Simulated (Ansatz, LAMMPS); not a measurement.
# Compressing and expanding glassy 58SiO2-9Al2O3-5FeO-7MgO-12CaO-7Na2O-2TiO2 (mol %) (127 atoms): runs compared

Aim: relax glassy 58SiO2-9Al2O3-5FeO-7MgO-12CaO-7Na2O-2TiO2 (mol %) (127 atoms), then change its volume to read the bulk modulus from the stress.

Computed with Ansatz 0.2.0: Kohn-Sham DFT, PBE, PAW (set soft_2), plane waves.

## 1. The cell as built

The cell holds 127 atoms: 25 Si, 8 Al, 2 Fe, 3 Mg, 5 Ca, 6 Na, 1 Ti and 77 O. Its edges and angles: a = 11.802 Å, b = 11.802 Å, c = 11.802 Å, α = 90.0°, β = 90.0°, γ = 90.0°. 127 atoms (25 Si, 8 Al, 2 Fe, 3 Mg, 5 Ca, 6 Na, 1 Ti, 77 O) placed at random at 2.6 g/cm³, melted at 3000 K for 20 ps at fixed volume with the Buckingham and Coulomb pair potential of Guillot and Sator (Geochim. Cosmochim. Acta 71, 1249 (2007)) with the boron terms of Wang et al. (J. Non-Cryst. Solids 498, 294 (2018)). Quenched from 3000 K to 300 K at 200 K/ps and fixed volume, held 10 ps at zero pressure, then minimised at fixed cell.

Limits known from the start: The quench rate of 200 K/ps far exceeds what a furnace or splat quench reaches, so expect more defects and frozen-in strain than in a real sample. The starting topology of bonds comes from the classical model, and needn't be the one that DFT or experiment would give. Without a Hubbard term or exact exchange, open shells on Fe are likely too delocalised. Sampling is at Γ alone.

## 2. The reference run

The reference is a single point at the end of the relaxation.

Every strained cell starts from the geometry of this run, and its atoms are relaxed with the cell held.

Its input, with most atom lines left out:

```yaml
crystal:
  lattice:
    - [11.76781, 0.00668, -0.0588]
    - [0.00668, 12.0003, -0.28455]
    - [-0.0588, -0.28455, 12.14068]
  atoms:
    - { symbol: Si, position: [0.92314, 0.97408, 0.03014] }
    - { symbol: Si, position: [0.71879, 0.35596, 0.8947] }
    - { symbol: Si, position: [0.74113, 0.60837, 0.1491] }
    - { symbol: Si, position: [0.28825, 0.51106, 0.9755] }
    - { symbol: Si, position: [0.90553, 0.88996, 0.59035] }
    - { symbol: Si, position: [0.55065, 0.978, 0.20099] }
    - { symbol: Si, position: [0.07546, 0.07376, 0.66534] }
    [... atom lines 8 to 127 left out ...]
magnetization:
  spin_polarized: true
kpoints:
  mp_grid: { grid: [1, 1, 1] }
hamiltonian:
  xc: pbe
scf:
  occupations: { method: gaussian, width: 0.05 }
  lower_state_search: "off"
output:
  forces: true
  stress: true
  populations: true
  dos:
    method: { smearing: { sigma: 0.08 } }
    de: 0.1
    projected: { site_lists: { Al: [Al], Ca: [Ca], Fe: [Fe], Mg: [Mg], Na: [Na] } }
  eigenvalues: true
  write_density: true
  write_potential: true
  volumetric_format: npy
```

* free energy per atom: -781.6568 eV/atom
* r.m.s. force component: 0.0074 eV/Å
* pressure: 0.0009232 GPa
* total moment: 1.83e-10 μB

Filled and empty levels are parted by 0.451 eV (at Γ alone); a semilocal functional tends to put such gaps too low. In a disordered cell it changes from sample to sample, and tail or defect levels can set it.

## 3. The runs

Each row is one run, on 8 threads of Arm Neoverse V1, shared host. The free energy is the program's total, comparable only between runs with the same functional, potentials and atoms.

```csv
run,atoms,outcome,"ionic steps, all passes",free energy (eV),time,host memory (GiB)
Single point at the start,127,converged,-,-99265.185,79 s,4.3
Cell and atoms relaxed,127,converged,32,-99270.411,22 min,4.7
Single point at the relaxed geometry,127,converged,-,-99270.411,88 s,4.6
Volume -3 %,127,converged,16,-99270.169,11 min,4.5
Volume +3 %,127,converged,9,-99270.184,7.3 min,4.9
Volume -6 %,127,converged,16,-99269.435,11 min,4.4
Volume +6 %,127,converged,21,-99269.555,16 min,5.0
```

In some runs the program notes that the SCF threshold is loose for the stress.

## 4. Pressure against volume

Atoms are relaxed at each volume, in the scaled cell.

```csv
volume change (%),volume (Å³/atom),energy change (meV/atom),pressure (GPa),largest move on relaxing (Å),bonds,gap (eV)
-6,12.682,7.69,3.22,0.69,222,0.482
-3,13.087,1.91,1.50,0.42,214,0.494
+0,13.492,0.00,0.00,-,211,0.451
+3,13.897,1.79,-1.54,0.16,211,0.364
+6,14.301,6.74,-3.01,0.65,210,0.265
```

## 5. Findings

The bulk modulus, from the slope of pressure against ln V over the three points nearest the relaxed volume, is 50.6 GPa; between neighbouring points the slope runs 55, 49, 52 and 51 GPa from the smallest volume up, without a steady fall, so no pressure derivative is given. The count of bonds runs from 210 to 222 over the series, so at some points contacts cross the cutoffs. At -6 % and +6 % some atom moved by over 0.5 Å on relaxing, so those points may sit in another local minimum. The gap goes from 0.482 eV at the smallest volume to 0.265 eV at the largest, -1.9 eV per unit of ln V by a straight line, not monotonically (lowest 0.265, highest 0.494 eV), on the run's k-points.

Caveats: Strains are finite and relaxations stop at the force tolerance of the input, which can leave moduli too stiff; they are those of a static cell at zero temperature. Volumes are changed with the cell's shape held, so in an anisotropic solid the modulus lies over the one under free hydrostatic load. The program notes that the SCF threshold of the relaxations is loose for the stress. In the spin-polarised runs the search for a state of lower energy was switched off. The run was spin polarised, started with 1 moments up and 1 down in a pattern of our own, ending at 0.0 μB in the cell; that starting order needn't be the real material's, and it bears on forces, charges and levels. With open d shells in the cell, the gap can be one between d levels of these ions, not the gap of the host.

The DFT runs together took 70 min of wall time.

[Logs are printed without paths, hosts, clocks, repeated set-up lines and the standing remarks that a program may print on its own settings, such as how far it seeks lower states.]

[Hosts, paths, dates, database ids (printed as entryN), source tags and the programs' standing remarks are cut or masked in the printed files.]
